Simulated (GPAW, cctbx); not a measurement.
## Nb4C2N: what bonding does to one electron reflection, worked out

Nb4C2N, I4/mmm (no. 139), a = 4.4311 Å, b = 4.4311 Å, c = 8.8381 Å, α = 90.00°, β = 90.00°, γ = 90.00°.

| atom | mult. | x | y | z |
| --- | --- | --- | --- | --- |
| Nb1 | 4 | 0 | 1/2 | 0 |
| Nb2 | 4 | 0 | 0 | 0.2396 |
| N1 | 2 | 0 | 0 | 0 |
| C1 | 4 | 0 | 1/2 | 1/4 |

The start was made by putting kin elements into a known structure type; the compound need not exist, or be stable, in this form.

A DFT run (GPAW, PBE, 550 eV, 6×6×6 k-points, Fermi–Dirac width 0.1 eV) gives the static X-ray structure factor of 002 as 6.851 e for the conventional cell; superposed free atoms give 6.377 e. **Problem.** Find the Fourier component V of the crystal potential and the two-beam extinction distance at 120 kV in both cases.

**1. Geometry**

The cell volume is Ω = 173.53 Å³ and d(002) = 4.4191 Å, so g = 1/d = 0.2263 Å⁻¹.

**2. The nuclei**

Electrons feel nuclei as well as electrons, so the nuclear charges are summed with the same phases.

Phase sums Σ exp(2πi h·x), turned so that the total is real and positive: Nb -0.034, N -2.000, C +4.000. Then F_Z = 41 × (-0.034) + 7 × (-2.000) + 6 × (+4.000) = 8.59 e. The electron term has the same sign for this reflection.

**3. Mott–Bethe**

Poisson's equation, term by term, gives V = (e/4πε₀)(F_Z − F)/(πΩg²), with e/4πε₀ = 14.3996 V Å.

The prefactor is 14.3996 × 4.4191²/(π × 173.53) = 0.51582 V per electron. Free atoms: (8.59 − 6.377) × 0.51582 = 1.142 V. Crystal: (8.59 − 6.851) × 0.51582 = 0.898 V. F changes by +7.43 % and V by -21.4 %: the same 0.47 e is measured against F_Z − F = 2.2 e in place of F = 6.4 e.

**4. Extinction distance**

In the two-beam case ξ = 1/(λU) with U = 2γm₀eV/h², that is ξ = 150.41 V Å²/(γλV).

At 120 kV, λ = 0.03349 Å and γ = 1.2348. Free atoms: ξ = 3184 Å. Crystal: ξ = 4052 Å. The thickness fringes go as sin²(πt/ξ), so the two patterns slip by a quarter of a period when t|1/ξ₁ − 1/ξ₀| = 1/4, at t ≈ 372 nm. Thermal motion, absorption and many-beam coupling, left out here, change a real pattern.

**5. Answer**

V(002) is 0.90 V against 1.14 V, and ξ is 4052 against 3184 Å. Limits: static atoms, two beams.
